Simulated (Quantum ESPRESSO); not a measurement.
## How volume moves the moments of FePt

Wanted: the trend of the moments of FePt with volume.

Method: PBE; plane waves with GBRV 1.5 PBE potentials, no spin-orbit coupling, in Quantum ESPRESSO 7.5.

**1. The structure**

Symmetry: P4/mmm, No. 123, tetragonal system. The conventional cell has a = 2.724 Å, b = 2.724 Å, c = 3.713 Å, α = 90.00°, β = 90.00°, γ = 90.00°. Nearest to Fe lie 8 Pt at 2.68 Å and 4 Fe at 2.72 Å. Nearest to Pt lie 8 Fe at 2.68 Å and 4 Pt at 2.72 Å. Farther neighbours are not listed.

As a file:

```cif
data_structure
_symmetry_space_group_name_H-M 'P4/mmm'
_symmetry_Int_Tables_number 123
_cell_length_a 2.7238
_cell_length_b 2.7238
_cell_length_c 3.7130
_cell_angle_alpha 90.000
_cell_angle_beta 90.000
_cell_angle_gamma 90.000
_cell_volume 27.55
loop_
_atom_site_label
_atom_site_type_symbol
_atom_site_symmetry_multiplicity
_atom_site_Wyckoff_symbol
_atom_site_fract_x
_atom_site_fract_y
_atom_site_fract_z
_atom_site_occupancy
Fe1 Fe 1 a 0.00000 0.00000 0.00000 1
Pt1 Pt 1 d 0.50000 0.50000 0.50000 1
```

The lattice constants were typed from memory of published values and not checked against a source.

**2. Volume 0.91, ferro +**

All lengths scale alike; the factor is that of the volume. Atoms keep their fractional places. Seeded atoms are those given a starting moment.

The input, pw.in:

```
&CONTROL
  calculation = 'scf'
  prefix = 'pwscf'
  outdir = './tmp'
  pseudo_dir = './pseudo'
  disk_io = 'nowf'
  tprnfor = .true.
  tstress = .true.
/
&SYSTEM
  ibrav = 0
  celldm(1) = 8
  nat = 2
  ntyp = 2
  ecutwfc = 40
  ecutrho = 280
  nbnd = 24
  occupations = 'smearing'
  smearing = 'fd'
  degauss = 0.00367493
  nspin = 2
  starting_magnetization(1) = 0.175
  starting_magnetization(2) = 0
/
&ELECTRONS
  conv_thr = 4d-09
  electron_maxstep = 150
  mixing_beta = 0.3
/
ATOMIC_SPECIES
Fe     55.8450 fe_pbe_v1.5.uspp.F.UPF
Pt    195.0840 pt_pbe_v1.4.uspp.F.UPF
CELL_PARAMETERS alat
   0.6234867668186    0.0000000000000    0.0000000000000
   0.0000000000000    0.6234867668186    0.0000000000000
   0.0000000000000    0.0000000000000    0.8499256969466
ATOMIC_POSITIONS crystal
Fe      0.0000000000    0.0000000000    0.0000000000
Pt      0.5000000000    0.5000000000    0.5000000000
K_POINTS automatic
12 12 12 0 0 0
```

The run is started by

```
$ OMP_NUM_THREADS=1 mpirun -n 4 pw.x -nk 4 -in pw.in > pw.out
```

The program printed:

```text
Program PWSCF v.7.5 starts

     Message from routine setup:
     using ibrav=0 with symmetry is DISCOURAGED, use correct ibrav instead

     K-points division:     npool     =       4
     Subspace diagonalization in iterative solution of the eigenvalue problem:

     bravais-lattice index     =            0
     lattice parameter (alat)  =       8.0000  a.u.
     unit-cell volume          =     169.1630 (a.u.)^3
     number of atoms/cell      =            2
     number of atomic types    =            2
     number of electrons       =        32.00
     number of Kohn-Sham states=           24
     kinetic-energy cutoff     =      40.0000  Ry
     charge density cutoff     =     280.0000  Ry
     scf convergence threshold =      4.0E-09
     mixing beta               =       0.3000
     number of iterations used =            8  plain     mixing
     Exchange-correlation=  SLA  PW   PBX  PBC
                           (   1   4   3   4   0   0   0)

     celldm(1)=   8.000000  celldm(2)=   0.000000  celldm(3)=   0.000000
     celldm(4)=   0.000000  celldm(5)=   0.000000  celldm(6)=   0.000000

     crystal axes: (cart. coord. in units of alat)
               a(1) = (   0.623487   0.000000   0.000000 )
               a(2) = (   0.000000   0.623487   0.000000 )
               a(3) = (   0.000000   0.000000   0.849926 )

     reciprocal axes: (cart. coord. in units 2 pi/alat)
               b(1) = (  1.603883  0.000000  0.000000 )
               b(2) = (  0.000000  1.603883  0.000000 )
               b(3) = (  0.000000  0.000000  1.176573 )

     PseudoPot. # 1 for Fe read from file:
     fe_pbe_v1.5.uspp.F.UPF
     Pseudo is Ultrasoft + core correction, Zval = 16.0

     PseudoPot. # 2 for Pt read from file:
     pt_pbe_v1.4.uspp.F.UPF
     Pseudo is Ultrasoft + core correction, Zval = 16.0

     atomic species   valence    mass     pseudopotential
     Fe               16.00    55.84500     Fe( 1.00)
     Pt               16.00   195.08400     Pt( 1.00)

     Starting magnetic structure
     atomic species   magnetization
     Fe              0.175
     Pt              0.000

     16 Sym. Ops., with inversion, found

   Cartesian axes

     site n.     atom                  positions (alat units)
         1        Fe     tau(   1) = (   0.0000000   0.0000000   0.0000000  )
         2        Pt     tau(   2) = (   0.3117434   0.3117434   0.4249628  )

     number of k points=   196  Fermi-Dirac smearing, width (Ry)=  0.0037

     Number of k-points >= 100: set verbosity='high' to print them.

     Dense  grid:    13405 G-vectors     FFT dimensions: (  27,  27,  40)

     Smooth grid:     5759 G-vectors     FFT dimensions: (  24,  24,  27)

     Check: negative core charge=   -0.000029
     Generating pointlists ...
     new r_m :   0.2526 (alat units)  2.0207 (a.u.) for type    1
     new r_m :   0.2526 (alat units)  2.0207 (a.u.) for type    2

     Initial potential from superposition of free atoms

     starting charge      30.5000, renormalised to      32.0000

     negative rho (up, down):  9.764E-02 9.773E-02
     Starting wfcs are   25 randomized atomic wfcs

     Self-consistent Calculation

     iteration #  1     ecut=    40.00 Ry     beta= 0.30
     Davidson diagonalization with overlap
     ethr =  1.00E-02,  avg # of iterations =  4.3

     negative rho (up, down):  9.081E-02 9.083E-02

     total energy              =    -458.96522212 Ry
     estimated scf accuracy    <       7.14965631 Ry

     total magnetization       =     0.78 Bohr mag/cell
     absolute magnetization    =     0.95 Bohr mag/cell

     iteration #  2     ecut=    40.00 Ry     beta= 0.30
     Davidson diagonalization with overlap
     ethr =  1.00E-02,  avg # of iterations =  2.1

     negative rho (up, down):  9.150E-02 9.151E-02

     total energy              =    -460.13285585 Ry
     estimated scf accuracy    <      11.35214895 Ry

     total magnetization       =     0.80 Bohr mag/cell
     absolute magnetization    =     0.91 Bohr mag/cell

     [... further iterations left out ...]

     iteration # 14     ecut=    40.00 Ry     beta= 0.30
     Davidson diagonalization with overlap
     ethr =  1.28E-10,  avg # of iterations =  2.2

     negative rho (up, down):  9.078E-02 8.684E-02

     total energy              =    -461.05950835 Ry
     estimated scf accuracy    <       0.00000002 Ry

     total magnetization       =     3.15 Bohr mag/cell
     absolute magnetization    =     3.31 Bohr mag/cell

     iteration # 15     ecut=    40.00 Ry     beta= 0.30
     Davidson diagonalization with overlap
     ethr =  5.06E-11,  avg # of iterations =  1.5

     negative rho (up, down):  9.078E-02 8.684E-02

     Magnetic moment per site  (integrated on atomic sphere of radius R)
     atom   1 (R=0.253)  charge= 14.6949  magn=  2.8132
     atom   2 (R=0.253)  charge= 13.5998  magn=  0.3902

     End of self-consistent calculation

     Number of k-points >= 100: set verbosity='high' to print the bands.

     the Fermi energy is    22.4971 ev

!    total energy              =    -461.05950837 Ry
     estimated scf accuracy    <          2.0E-09 Ry
     smearing contrib. (-TS)   =      -0.00084035 Ry
     internal energy E=F+TS    =    -461.05866802 Ry

     The total energy is F=E-TS. E is the sum of the following terms:
     one-electron contribution =    -128.06472290 Ry
     hartree contribution      =      90.25455959 Ry
     xc contribution           =     -86.36687977 Ry
     ewald contribution        =    -336.88162494 Ry

     total magnetization       =     3.15 Bohr mag/cell
     absolute magnetization    =     3.31 Bohr mag/cell

     convergence has been achieved in  15 iterations

     negative rho (up, down):  9.078E-02 8.684E-02

     Forces acting on atoms (cartesian axes, Ry/au):

     atom    1 type  1   force =     0.00000000    0.00000000    0.00000000
     atom    2 type  2   force =     0.00000000    0.00000000    0.00000000

     Total force =     0.000000     Total SCF correction =     0.000000

     Computing stress (Cartesian axis) and pressure

     negative rho (up, down):  9.078E-02 8.684E-02
          total   stress  (Ry/bohr**3)                   (kbar)     P=      295.25
   0.00197107   0.00000000   0.00000000          289.95        0.00        0.00
   0.00000000   0.00197107   0.00000000            0.00      289.95        0.00
   0.00000000   0.00000000   0.00207904            0.00        0.00      305.84

=------------------------------------------------------------------------------=
   JOB DONE.
=------------------------------------------------------------------------------=
```

Elapsed: 30 s, on 4 MPI ranks of Arm Neoverse V2, shared host; peak memory 0.35 GiB; 2 min of CPU time.

Spin moment in the atom's sphere by atom:

| atom | spin moment in the atom's sphere (μB) |
| --- | --- |
| Fe1 | 2.81 |
| Pt2 | 0.39 |

Read from the output:

| Item | Value |
| --- | --- |
| smearing term TS | 0.01143 eV |
| pressure | 29.52 GPa |
| magnetization | 3.152 μB |
| absolute magnetization | 3.312 μB |
| final state | ferromagnetic |

**3. Volume 0.91, no spin polarisation**

Changes to pw.in since step 2:

```diff
@@ -16,3 +16,3 @@
   ecutrho = 280
-  nbnd = 24
+  nbnd = 23
   occupations = 'smearing'
@@ -20,5 +20,2 @@
   degauss = 0.00367493
-  nspin = 2
-  starting_magnetization(1) = 0.175
-  starting_magnetization(2) = 0
 /
```

The program printed:

```text
     [... lines left out ...]
Program PWSCF v.7.5 starts
     [... lines left out ...]
     number of atoms/cell      =            2
     [... lines left out ...]
     number of electrons       =        32.00
     number of Kohn-Sham states=           23
     kinetic-energy cutoff     =      40.0000  Ry
     charge density cutoff     =     280.0000  Ry
     scf convergence threshold =      4.0E-09
     [... lines left out ...]
     16 Sym. Ops., with inversion, found
     [... lines left out ...]
     number of k points=   196  Fermi-Dirac smearing, width (Ry)=  0.0037
     [... lines left out ...]
     iteration # 13     ecut=    40.00 Ry     beta= 0.30
     [... lines left out ...]
     the Fermi energy is    22.4346 ev
!    total energy              =    -461.02237899 Ry
     estimated scf accuracy    <          2.6E-09 Ry
     smearing contrib. (-TS)   =      -0.00201179 Ry
     [... lines left out ...]
     convergence has been achieved in  13 iterations
     [... lines left out ...]
     Total force =     0.000000     Total SCF correction =     0.000000
     [... lines left out ...]
          total   stress  (Ry/bohr**3)                   (kbar)     P=       98.87
     [... lines left out ...]
```

It took 14 s on 4 MPI ranks; peak memory 0.29 GiB; 55 s of CPU time.

Read from the output:

```
smearing term TS : 0.02737 eV
pressure         : 9.887 GPa
final state      : non-magnetic (no spin polarisation)
```

**4. Volume 1.09, ferro +**

Changes to pw.in since step 3:

```diff
@@ -16,3 +16,3 @@
   ecutrho = 280
-  nbnd = 23
+  nbnd = 24
   occupations = 'smearing'
@@ -20,2 +20,5 @@
   degauss = 0.00367493
+  nspin = 2
+  starting_magnetization(1) = 0.175
+  starting_magnetization(2) = 0
 /
@@ -30,5 +33,5 @@
 CELL_PARAMETERS alat
-   0.6234867668186    0.0000000000000    0.0000000000000
-   0.0000000000000    0.6234867668186    0.0000000000000
-   0.0000000000000    0.0000000000000    0.8499256969466
+   0.6621488189908    0.0000000000000    0.0000000000000
+   0.0000000000000    0.6621488189908    0.0000000000000
+   0.0000000000000    0.0000000000000    0.9026290956151
 ATOMIC_POSITIONS crystal
```

The program printed:

```text
     [... lines left out ...]
Program PWSCF v.7.5 starts
     [... lines left out ...]
     number of atoms/cell      =            2
     [... lines left out ...]
     number of electrons       =        32.00
     number of Kohn-Sham states=           24
     kinetic-energy cutoff     =      40.0000  Ry
     charge density cutoff     =     280.0000  Ry
     scf convergence threshold =      4.0E-09
     [... lines left out ...]
     16 Sym. Ops., with inversion, found
     [... lines left out ...]
     number of k points=   196  Fermi-Dirac smearing, width (Ry)=  0.0037
     [... lines left out ...]
     iteration # 15     ecut=    40.00 Ry     beta= 0.30
     [... lines left out ...]
     Magnetic moment per site  (integrated on atomic sphere of radius R)
     atom   1 (R=0.268)  charge= 14.7347  magn=  3.1575
     atom   2 (R=0.268)  charge= 13.9686  magn=  0.4018
     [... lines left out ...]
     the Fermi energy is    18.0070 ev
!    total energy              =    -461.07302455 Ry
     estimated scf accuracy    <          2.5E-10 Ry
     smearing contrib. (-TS)   =      -0.00090444 Ry
     [... lines left out ...]
     total magnetization       =     3.49 Bohr mag/cell
     absolute magnetization    =     3.69 Bohr mag/cell
     convergence has been achieved in  15 iterations
     [... lines left out ...]
     Total force =     0.000000     Total SCF correction =     0.000000
     [... lines left out ...]
          total   stress  (Ry/bohr**3)                   (kbar)     P=     -118.40
     [... lines left out ...]
```

The job ended after 37 s (4 MPI ranks; peak memory 0.39 GiB; 2.4 min of CPU time).

This step gave:

```
smearing term TS       : 0.01231 eV
pressure               : -11.84 GPa
magnetization          : 3.485 μB
absolute magnetization : 3.687 μB
final state            : ferromagnetic
largest moment         : 3.157 μB
```

**5. Trends**

The runs not shown differ from these in the moved quantity alone.

States, by row:

| volume | ferro + | no spin polarisation |
| --- | --- | --- |
| 0.91 | ferromagnetic | non-magnetic |
| 0.94 | ferromagnetic | non-magnetic |
| 0.97 | ferromagnetic | non-magnetic |
| 1 | ferromagnetic | non-magnetic |
| 1.03 | ferromagnetic | non-magnetic |
| 1.06 | ferromagnetic | non-magnetic |
| 1.09 | ferromagnetic | non-magnetic |

The largest site moment, ferro + by volume:

| volume (factor) | largest site moment, ferro + (μB) |
| --- | --- |
| 0.9100 | 2.81 |
| 0.9400 | 2.89 |
| 0.9700 | 2.95 |
| 1.0000 | 3.00 |
| 1.0300 | 3.06 |
| 1.0600 | 3.11 |
| 1.0900 | 3.16 |

The energy less that of the parallel start, no spin polarisation by volume:

| volume (factor) | energy less that of the parallel start, no spin polarisation (meV a seeded atom) |
| --- | --- |
| 0.9100 | 505 |
| 0.9400 | 605 |
| 0.9700 | 700 |
| 1.0000 | 790 |
| 1.0300 | 877 |
| 1.0600 | 959 |
| 1.0900 | 1037 |

The energy over the lowest by volume; values in meV an atom:

| volume (factor) | ferro + | no spin polarisation |
| --- | --- | --- |
| 0.9100 | 127 | 380 |
| 0.9400 | 62.8 | 365 |
| 0.9700 | 22.5 | 372 |
| 1.0000 | 2.63 | 398 |
| 1.0300 | 0 | 438 |
| 1.0600 | 11.7 | 491 |
| 1.0900 | 35.5 | 554 |

**6. Summary of results**

* moment, parallel start: 2.81 to 3.16 μB
* states met from these starts: ferromagnetic

What this shows: The moment of the parallel start goes from 2.81 μB at 0.91 to 3.16 μB at 1.09. The net moment of the cell goes from 3.15 to 3.48 μB. The radius of the spheres follows the nearest distance, so part of the change of the site moments is the spheres'. Only a parallel start was run beside the spinless one, so opposed or spiral orders, which may lie lower, are not probed.

[Logs and program files are shortened in this print: banners, set-up blocks, solver, clock and traceback lines can be left out without a mark of their own.]

[Logs are printed without paths, hosts, clocks, repeated set-up lines and the standing remarks that a program may print on its own settings, such as how far it seeks lower states.]

[Hosts, paths, dates, database ids (printed as entryN), source tags and the programs' standing remarks are cut or masked in the printed files.]

[Where a cell is said to come from a database of computed structures, the database is the Materials Project.]
